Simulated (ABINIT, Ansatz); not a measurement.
# Lattice dynamics of Dysprosium (P6_3/mmc) in two programs, part 4 of 4

Aim: the phonon dispersion of Dysprosium (P6_3/mmc), checked by a second program.

ABINIT 10.8.3; DFT PBE, scalar-relativistic, plane waves, PseudoDojo norm-conserving, 4f in core pseudopotentials.

So far. Step 7 (Interpolated phonon bands): All branches are real along the path. Step 8 (Sums over the zone): At 300 K the heat capacity has reached 99 % of the Dulong-Petit value.

## Step 9: A second program

A second program on the same cell, potentials, cutoff and meshes tests the implementation of the phonon response, not its convergence.

This step: DFT PBE, scalar-relativistic, plane waves, norm-conserving pseudopotentials, 4f in core (Ansatz 0.2.0).

The input, input.yaml:

```yaml
crystal:
  lattice:
    - [3.6022165583, 0.0, 0.0]
    - [-1.8011082791, 3.1196110494, 0.0]
    - [0.0, 0.0, 5.6384606336]
  atoms:
    - { symbol: Dy, position: [0.3333333333, 0.6666666667, 0.25] }
    - { symbol: Dy, position: [0.6666666667, 0.3333333333, 0.75] }
kpoints:
  mp_grid: { grid: [9, 9, 6] }
hamiltonian:
  xc: pbe
  pseudopotentials:
    kind: nc
    azcp: { Dy: "pseudopotentials/pbe/nc/lanthanide_3plus/Dy.nc.azcp" }
    accuracy: standard
scf:
  occupations: { method: gaussian, width: 0.27211 }
output:
  eigenvalues: true
basis:
  ecutwfc: 517.016
phonons:
  method: dfpt
  qmesh: [3, 3, 2]
  temperatures: { t_max: 1000, t_step: 50 }
  qpath:
    path:
      - [[0.0, 0.0, 0.0], [0.5, 0.0, 0.0], [0.33333333, 0.33333333, 0.0], [0.0, 0.0, 0.0], [0.0, 0.0, 0.5], [0.5, 0.0, 0.5], [0.33333333, 0.33333333, 0.5], [0.0, 0.0, 0.5]]
      - [[0.5, 0.0, 0.5], [0.5, 0.0, 0.0]]
      - [[0.33333333, 0.33333333, 0.5], [0.33333333, 0.33333333, 0.0]]
    npoints: 10
  electrical_resistivity: { temperatures: [77, 300], mesh: [18, 18, 12] }
```

Command:

```bash
ansatz run input.yaml --threads 4 --pin off --max-ram 16384MiB --backend cpu --events-out ev --progress --plain --runs-dir out
```

Numbers of over 12 decimals in the logs are rounded to 6 here.

What it wrote:

```text
Warning: basis.ecutwfc = 517.016 eV is below the records' recommended 625.861884 eV, and the density's cutoff is lower with it unless basis.ecutrho_ratio is high enough to keep the records' density cutoff: compare with a run at a higher cutoff
Engine: ansatz 0.2.0, x86_64-unknown-linux-gnu
Pseudopotentials: kind: nc
Pseudopotential: Dy, nc, valence charge 11, recommended cutoff 625.861884 eV (normal), <dir>
Functional definition: PBE
  parameter kappa = 0.804
  parameter beta = 0.066725
  exchange = pbe_x(kappa = kappa, mu = beta*pi^2/3)
  correlation = pbe_c(beta = beta)
Crystal: 2 atoms, lattice volume = 63.362 Å³
Basis set: ecut = 517.016 eV, 1701 PW (Γ), exchange–correlation on 54×54×96 points (8 copies of the dense FFT grid, shifted against one another)
Bands: 15, of which v1, the nominal top of the filled ones, is band 11 counted from 1 (10 counted from 0)
Symmetry: 24 space group operations
k-points: 48 of 486
Non-local potential: Dy, projectors of the file, l = 0: 2, l = 1: 2, l = 2: 2, l = 3: 1
Initial density: superposition of atomic densities (chi_scale 0.1, normalization cell)
Initial wavefunctions: pseudopotential atomic-orbital guess
Functional: x = pbe(κ = 0.804, μ = 0.219515), c = pbe(β = 0.066725)
SCF iter   1: F=—  HF=-2362.300951 eV  |F-HF|=—  |Δ(HF+E_count)|=         —  Δρ=1.24e-2  dr2=1.33e-1  ethr=3.10e-3  ⟨swp⟩=4.9  Hψ=3367  notcnv=0
preconditioner: auto → Kerker (q_TF=auto, 2.287 Å⁻¹)  [metal: Δε(μ)=0.032 eV  Ē_g=2.823 eV  σ=0.272 eV  W_gap=0.07  n_scr=10 (ndim 8)  ℏωp=11.4 eV  f_vac=0.000  D(μ)=3.43/eV (n_scr^D=34)]
SCF iter   2: F=—  HF=-2362.281013 eV  |F-HF|=—  |Δ(HF+E_count)|=   1.99e-2  Δρ=8.04e-3  dr2=5.84e-2  ethr=6.06e-4  ⟨swp⟩=2.1  Hψ=1548  notcnv=0
SCF iter   3: F=—  HF=-2362.270868 eV  |F-HF|=—  |Δ(HF+E_count)|=   1.01e-2  Δρ=1.40e-3  dr2=7.40e-4  ethr=2.65e-4  ⟨swp⟩=2.6  Hψ=1419  notcnv=0
SCF iter   4: F=—  HF=-2362.270563 eV  |F-HF|=—  |Δ(HF+E_count)|=   3.05e-4  Δρ=3.07e-4  dr2=5.61e-5  ethr=3.36e-6  ⟨swp⟩=3.1  Hψ=1603  notcnv=0
SCF iter   5: F=—  HF=-2362.270538 eV  |F-HF|=—  |Δ(HF+E_count)|=   2.51e-5  Δρ=4.01e-5  dr2=7.93e-7  ethr=2.55e-7  ⟨swp⟩=3.2  Hψ=1564  notcnv=0
SCF iter   6: F=—  HF=-2362.270538 eV  |F-HF|=—  |Δ(HF+E_count)|=   3.27e-7  Δρ=5.46e-6  dr2=1.54e-8  ethr=3.61e-9  ⟨swp⟩=3.4  Hψ=1526  notcnv=0
SCF iter   7: F=—  HF=-2362.270538 eV  |F-HF|=—  |Δ(HF+E_count)|=   1.94e-9  Δρ=9.11e-7  dr2=6.30e-10  ethr=6.99e-11  ⟨swp⟩=2.7  Hψ=1334  notcnv=0
SCF iter   8: F=—  HF=-2362.270538 eV  |F-HF|=—  |Δ(HF+E_count)|=  5.87e-11  Δρ=1.50e-7  dr2=1.18e-11  ethr=2.87e-12  ⟨swp⟩=3.1  Hψ=1434  notcnv=0
SCF iter   9: F=-2362.270538 eV  HF=-2362.270538 eV  |F-HF|=0.00e0  |Δ(HF+E_count)|=  1.55e-11  Δρ=2.34e-8  dr2=4.13e-13  ethr=1.00e-12  ⟨swp⟩=11.2  Hψ=4998  notcnv=0
SCF 1 converged in 9 iterations: F = -2362.270538 eV  dr2 = 4.13e-13
NSCF: frozen V_eff on 48 k-points
NSCF: frozen V_eff on 100 k-points
DFPT response loops at q = (0, 0, 0) (fractional): preconditioner auto → Kerker (q_TF=auto, 2.287 Å⁻¹) (partly filled bands, converged f_vac=0.000); β = 1.00, the filter's whole step (`scf.mixing.beta` (0.50) is not read by the response loops under this deck's `scf.mixing.preconditioner`; to damp them name `kerker` or `kerker_dos`, under which they read `scf.mixing.beta`, and type it under 1.00, their step now; both keys bind the ground state too); Broyden in place of MSR1
NSCF: frozen V_eff on 200 k-points
DFPT response loops at q = (0, 0, -0.5) (fractional): mixed as the last ones told, above
NSCF: frozen V_eff on 360 k-points
DFPT response loops at q = (0, 0.333333, 0) (fractional): mixed as the last ones told, above
NSCF: frozen V_eff on 360 k-points
DFPT response loops at q = (0, 0.333333, -0.5) (fractional): mixed as the last ones told, above
NSCF: frozen V_eff on 360 k-points
DFPT response loops at q = (0.333333, 0.333333, 0) (fractional): mixed as the last ones told, above
NSCF: frozen V_eff on 360 k-points
DFPT response loops at q = (0.333333, 0.333333, -0.5) (fractional): mixed as the last ones told, above
SCF iter   1: F=—  HF=-2362.300951 eV  |F-HF|=—  |Δ(HF+E_count)|=         —  Δρ=1.24e-2  dr2=1.33e-1  ethr=3.10e-3  ⟨swp⟩=4.9  Hψ=3367  notcnv=0
SCF iter   2: F=—  HF=-2362.281013 eV  |F-HF|=—  |Δ(HF+E_count)|=   1.99e-2  Δρ=8.04e-3  dr2=5.84e-2  ethr=6.06e-4  ⟨swp⟩=2.1  Hψ=1548  notcnv=0
SCF iter   3: F=—  HF=-2362.270868 eV  |F-HF|=—  |Δ(HF+E_count)|=   1.01e-2  Δρ=1.40e-3  dr2=7.40e-4  ethr=2.65e-4  ⟨swp⟩=2.6  Hψ=1419  notcnv=0
SCF iter   4: F=—  HF=-2362.270563 eV  |F-HF|=—  |Δ(HF+E_count)|=   3.05e-4  Δρ=3.07e-4  dr2=5.61e-5  ethr=3.36e-6  ⟨swp⟩=3.1  Hψ=1603  notcnv=0
SCF iter   5: F=—  HF=-2362.270538 eV  |F-HF|=—  |Δ(HF+E_count)|=   2.51e-5  Δρ=4.01e-5  dr2=7.93e-7  ethr=2.55e-7  ⟨swp⟩=3.2  Hψ=1564  notcnv=0
SCF iter   6: F=—  HF=-2362.270538 eV  |F-HF|=—  |Δ(HF+E_count)|=   3.27e-7  Δρ=5.46e-6  dr2=1.54e-8  ethr=3.61e-9  ⟨swp⟩=3.4  Hψ=1526  notcnv=0
SCF iter   7: F=—  HF=-2362.270538 eV  |F-HF|=—  |Δ(HF+E_count)|=   1.94e-9  Δρ=9.11e-7  dr2=6.30e-10  ethr=6.99e-11  ⟨swp⟩=2.7  Hψ=1334  notcnv=0
SCF iter   8: F=—  HF=-2362.270538 eV  |F-HF|=—  |Δ(HF+E_count)|=  5.87e-11  Δρ=1.50e-7  dr2=1.18e-11  ethr=2.87e-12  ⟨swp⟩=3.1  Hψ=1434  notcnv=0
SCF iter   9: F=-2362.270538 eV  HF=-2362.270538 eV  |F-HF|=9.09e-13  |Δ(HF+E_count)|=  1.91e-11  Δρ=2.37e-8  dr2=4.09e-13  ethr=1.00e-12  ⟨swp⟩=3.6  Hψ=1888  notcnv=0
SCF 2 converged in 9 iterations: F = -2362.270538 eV  dr2 = 4.09e-13
NSCF: frozen V_eff on 48 k-points
NSCF: frozen V_eff on 48 k-points
[...]
SCF converged after 9 iterations
Free energy (F): -2362.270538 eV
Harris-Foulkes:  -2362.270538 eV  (|F-HF|=0.00e0)
Internal energy: -2362.142435 eV  (E = F + TS)
E sigma→0 (E₀):  -2362.206486 eV
Entropy (-TS):   -0.128104 eV (-64.052 meV/atom)
Fermi energy:    10.230203 eV
--- Per-component energies (eV) ---
  E_band       = -252.009781
  E_kinetic    = 574.390614
  E_local      = -1125.935350  (includes V_loc(G=0)·N_el)
  E_nonlocal   = 47.667148
  E_hartree    = 326.084101
  E_xc         = -594.410118
  E_vxc        = -400.300385  (∫ρ·V_xc dr)
  E_ewald      = -1589.938829
  E_smearing   = -0.128104  (= −TS)
  E_closure    = 0.000000  (closes the sum)
  Σ components = -2362.270538   (vs F -2362.270538, Δ=0.00e0)
--- Band table (eV; the first three rows and the last of 48) ---
  k-point 0: bands = [... 7 lower, -12.7017, 5.1291, 8.0734, 11.4867, 12.0447, 12.0447, 12.4147, 12.7496]
  k-point 1: bands = [... 7 lower, -12.7497, 5.3334, 7.9596, 11.2517, 11.9368, 11.9368, 12.2176, 12.5733]
  k-point 2: bands = [... 7 lower, -12.7700, 5.9061, 7.5040, 11.0207, 11.7346, 11.8505, 11.8505, 12.2268]
  k-point 47: bands = [... 7 lower, -12.8240, 9.6616, 9.6616, 9.8406, 9.8406, 10.7922, 10.7922, 13.2001]
--- Phonons (Γ-DFPT): 2 representative perturbations + reference (Σ response iterations 8) ---
  ASR residual: 1.334e-5 → 0.000e0 eV/Å²; symmetrization residual: 1.442e-10 eV/Å²
  ASR residual per site (eV/Å²): 1.33e-5 1.33e-5
  Γ frequencies (cm⁻¹): 0.00 0.00 0.00 63.27 63.27 107.34
--- Phonons (arbitrary-q DFPT): 6 irreducible q on the 3×3×2 mesh ---
  q = [0.0000, 0.0000, 0.0000] (star 1, of the zone-centre solve; hermiticity 4.19e-11, symmetrization 2.09e-11): -0.00 -0.00 -0.00 63.27 63.27 107.34
  q = [0.0000, 0.0000, -0.5000] (star 1, 2 solved perturbations in 148 linear systems a pass and spin channel, the states on 100 of 486 k-point pairs; hermiticity 4.24e-9, symmetrization 2.12e-9): 46.37 46.37 46.37 46.37 80.89 80.89
  q = [0.0000, 0.3333, 0.0000] (star 6, 3 solved perturbations on 180 of 486 k-point pairs; hermiticity 1.05e-8, symmetrization 3.27e-10): 49.49 52.77 83.90 87.57 92.20 104.67
  q = [0.0000, 0.3333, -0.5000] (star 6, 3 solved perturbations on 180 of 486 k-point pairs; hermiticity 1.36e-8, symmetrization 2.69e-10): 64.52 64.52 68.77 68.77 99.21 99.21
  q = [0.3333, 0.3333, 0.0000] (star 2, 2 solved perturbations in 256 linear systems a pass and spin channel, the states on 180 of 486 k-point pairs; hermiticity 3.99e-9, symmetrization 2.00e-9): 77.94 77.94 79.55 79.55 93.65 101.09
  q = [0.3333, 0.3333, -0.5000] (star 2, 2 solved perturbations in 256 linear systems a pass and spin channel, the states on 180 of 486 k-point pairs; hermiticity 1.22e-8, symmetrization 2.05e-9): 47.91 47.91 95.54 95.54 100.29 100.29
  sum rule: each row above includes the acoustic sum rule's correction from the zone centre's row sums; it moved no ω² by more than (0.15 cm⁻¹)²
  mesh force constants: q→R imaginary residual 1.54e-16; ASR residual 1.334e-5 → 0.000e0 eV/Å²; symmetrization residual 5.329e-15 eV/Å²
  interpolated dispersion: 93 rows × 6 modes
  density of states and harmonic sums: on the 21×21×12 q-mesh, interpolated from the force constants of a 3×3×2 supercell (no non-analytic term)
  largest difference from the sums on the solved wave vectors: F 4.72e-2 eV, S 6.15e-5 and C_V 1.43e-5 eV/K
  zero-point energy: 0.028435 eV/cell   skipped modes (ω ≤ 0): 3   left out of the sums: 9.45e-5 of the cell's modes: C_V's classical limit lies that fraction below 3 k_B per atom; for a crystal, a wire or a layer, F and S can be off by more, and a phonons.interpolated_qmesh denser along its periods is the remedy for the sampling
--- Electrical resistivity: potentials and phonons of a 3×3×2 supercell ---
  scattering by harmonic phonons alone, with no dipole-dipole term; scattering by other electrons, impurities, surfaces and spin disorder is left out, and so is spin–orbit coupling
  the resistivity is that of a variational response, whose dependence on the energy is improved iteratively
  at the Fermi level of each mesh (of a tensor a third of its trace):
           mesh   spin    states/(eV spin)  plasma energy (eV)         λ      λ_tr    ħω_log (meV)
       18×18×12                     1.8923              4.2786    0.7533    0.8171           8.141
          9×9×6                     1.8109              4.0605    0.7166    0.7931           8.322
  resistivity on the deck's mesh, µΩ·cm:
     T (K)       trace/3  mesh converged            xx            yy            zz    lowest order   relaxation time
     77.00      1.2833e1              no      1.5516e1      1.5516e1      7.4677e0        1.3356e1          1.2329e1
    300.00      5.7688e1              no      6.9526e1      6.9526e1      3.4011e1        5.9582e1          5.5354e1
  mean free path at 77 K (of a tensor a third of its trace): 9.65 nm by what each carries, 8.52 by the Fermi surface alone
  Hall coefficient in a weak field at 77 K (a third of the trace): -1.179e-10 m³/C (as a tensor it moves by 26.7 % between the two finest meshes); by each state's relaxation time: -1.125e-10 m³/C; by a constant relaxation time: -9.976e-11 m³/C
  mean free path at 300 K (of a tensor a third of its trace): 2.13 nm by what each carries, 1.89 by the Fermi surface alone
  Hall coefficient in a weak field at 300 K (a third of the trace): -1.137e-10 m³/C (as a tensor it moves by 27.8 % between the two finest meshes); by each state's relaxation time: -1.087e-10 m³/C; by a constant relaxation time: -9.912e-11 m³/C
  the resistivity times a path that all electrons share, by the Fermi surface of the deck's mesh alone (a third of the trace): 1.098e-15 Ω·m²
  not converged in the mesh (λ; λ_tr; the resistivity at 77 K by 7.39 %; the resistivity at 300 K by 10.56 %): between neighbouring meshes, the two finest first, λ moves by 4.87 %, λ_tr by 3.62 % and the resistivity by up to 10.56 %; an estimate, no bound, puts it up to 2.4e-7 % above the Boltzmann equation's exact value after up to 4 iterations (at most 30 are made, fewer where the estimate is under 1.0e-6 % of each spin channel's own resistivity)
  vibrations of 18 cells: unjudged by the run; compare a larger repeat
  the changes of the potential over all sites missed a rigid shift's by 0.00 % (the site terms' by 0.00 %)
  at the force constants' own smearing the fine mesh and the k-points of their solves give squared frequencies that differ by 1.2 % of the larger at the most, at (0, 0.3333, 0)
```

Elapsed: 3.7 min, on 4 threads of Intel Xeon Platinum 8488C (Sapphire Rapids), shared host; peak memory 2.6 GiB; 14 min of CPU time.

This step gave:

```yaml
sum_rule_residual_before_enforcement: 1.33e-5 eV/Å²
mean_frequency: 76.5 cm⁻¹
debye_temperature_second_moment: 147 K
logarithmic_mean_frequency: 73.3 cm⁻¹
lowest_optical_zone_centre_mode: 63.27 cm⁻¹
lowest_mode_on_the_q_mesh_acoustic_ones_at_the_zone_centre_apart: 46.37 cm⁻¹
heat_capacity_at_300_k: 24.64 J/(mol atoms K)
vibrational_entropy_at_300_k: 51.16 J/(mol atoms K)
```

## Step 10: The two compared: ABINIT PseudoDojo and Ansatz, PseudoDojo

Numbers from this step:

| Item | Value |
| --- | --- |
| root-mean-square difference | 0.03 cm⁻¹ |
| largest difference | 0.08 cm⁻¹ |
| root-mean-square difference on the path | 0 cm⁻¹ |
| largest difference on the path | 0.1 cm⁻¹ |

The interpolated bands of the two lie on top of each other.

At the solved wavevectors the largest difference (acoustic modes at Γ apart) is 0.07 % of the highest mode.

## Step 11: Results

```yaml
space_group_after_relaxation: P6_3/mmc
volume_per_atom: 31.7 Å³
highest_optical_zone_centre_mode_no_lo_to_term: 107.3 cm⁻¹
lowest_optical_zone_centre_mode: 63.2 cm⁻¹
q_mesh: 3×3×2
lowest_mode_on_the_q_mesh_acoustic_ones_at_the_zone_centre_apart: 46.4 cm⁻¹
zero_point_energy_per_atom: 14.2 meV
heat_capacity_at_300_k: 24.6 J/(mol atoms K)
vibrational_entropy_at_300_k: 51.1 J/(mol atoms K)
imaginary_modes_on_the_q_mesh: none
largest_difference_from_ansatz_pseudodojo: 0.08 cm⁻¹
```

What this shows: Dysprosium (P6_3/mmc) is dynamically stable on the 3×3×2 mesh; its spectrum reaches 108 cm⁻¹. At the PBE level the optical modes of Dysprosium (P6_3/mmc) at the zone centre run from 63 to 107 cm⁻¹. Along axes with an odd number of divisions the mesh misses the zone-boundary points at one half, where instabilities often lie; those are only interpolated. The base run prints -1.7 GPa, mostly the error of a finite basis; the relaxation, with a smoothed and higher cutoff, had brought the cell to rest. An error of this size shows a cutoff that is short for these files. ABINIT PseudoDojo and Ansatz, PseudoDojo agree to 0.08 cm⁻¹ (0.07 % of the highest mode compared) on all solved modes but the acoustic ones at Γ. These are harmonic frequencies at zero temperature: anharmonic shifts and linewidths and thermal expansion are left out. Spin-orbit coupling is left out, which can matter for the heavy elements here. In a metal the frequencies hang on the k mesh and the smearing, most of all near Kohn anomalies. The 4f electrons are frozen in the core as for a trivalent ion, so their moments and any magnetic order are left out. Ansatz warns that the cutoff lies 17 % under the one recommended for these files; agreement at one cutoff is not convergence. Electron-phonon sums were run after this but are left out, since no second program bore their λ out within 30 %; a λ that a log prints is not taken as a result.

[Host names and launcher messages were left out of these logs when they were recorded.]

[Logs are printed without paths, hosts, clocks, repeated set-up lines and the standing remarks that a program may print on its own settings, such as how far it seeks lower states.]

[Hosts, paths, dates, database ids (printed as entryN), source tags and the programs' standing remarks are cut or masked in the printed files.]
